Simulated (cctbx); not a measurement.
**Which space group?**

Cell: a = 4.6030 Å, b = 4.6030 Å, c = 10.0740 Å, α = 90.00°, β = 90.00°, γ = 90.00°. Expected content of the cell: Tb2 Sb4 Ru4.

The data are simulated with cctbx, not measured: Cu Kα, λ = 1.54184 Å, to d = 0.83 Å, 50 % of the full sphere, strongest reflection 20000 counts, noise from counting, a 6 % proportional error and a noise floor of 4 counts (s.d.); no absorption, some extinction.

Tests on the unmerged data give:

```text
797 reflections to d = 0.835 A
centring   violations  <I/sigma> of those
    A        272 of   389      8.7
    B        272 of   386      8.7
    C        280 of   427      7.5
    I        214 of   413      5.5
    R        406 of   550      8.8
    F        412 of   601      8.3
Laue class    unique    Rint  (classes that these axes allow; Friedel mates merged)
P -1              594   0.025
P 1 2/m 1         409   0.034
P 1 1 2/m         396   0.036
P 2/m 1 1         403   0.036
P m m m           258   0.040
P 4/m             215   0.046
P 4/m m m         153   0.048
space group    extra absences  I>4sigma  <I/sigma>
P 4 2 2                 0          0         -  acentric
P 4 21 2                7          0      -0.2  acentric
P 4 m m                 0          0         -  acentric
P -4 2 m                0          0         -  acentric
P -4 21 m               7          0      -0.2  acentric
P -4 m 2                0          0         -  acentric
P 4/m m m               0          0         -  centric
P 4/n m m :1           32          0      -0.0  centric
P 4/n m m :2           32          0      -0.0  centric
Wilson B = 1.12 A^2   <|E^2-1|> = 1.040 (0.968 centric, 0.736 acentric)   E^2>4: 3.4 %
shell (A)         n   <I/sigma>
 5.04 - 1.65     25     17.4
 1.65 - 1.32     21     16.9
 1.32 - 1.16     17     18.2
 1.16 - 1.05     20     21.1
 1.05 - 0.98     18     16.1
 0.98 - 0.92     12     16.2
 0.92 - 0.87     21     18.5
 0.87 - 0.84     19     17.1
```

Q: Read the symmetry from these tables.

Every centring test has many violations, so the lattice is primitive.

Rint stays low (0.025 to 0.048) up to P 4/m m m, the highest class in these axes.

9 settings pass the absence test. The most absences obeyed, 32, belong to P 4/n m m alone.

⟨|E²−1|⟩ = 1.040 leans to a centrosymmetric structure. The Wilson B of 1.12 Å² means U ≈ 0.0142 Å².

The true group is P4/nmm (no. 129, origin choice 1), Laue class 4/mmm, centrosymmetric. The tables fix it.

The model was made for the exercise: a known structure type with other elements put in, its volume estimated, not relaxed; displacement parameters are assumed.

[Logs are printed without paths, hosts, clocks, repeated set-up lines and the standing remarks that a program may print on its own settings, such as how far it seeks lower states.]
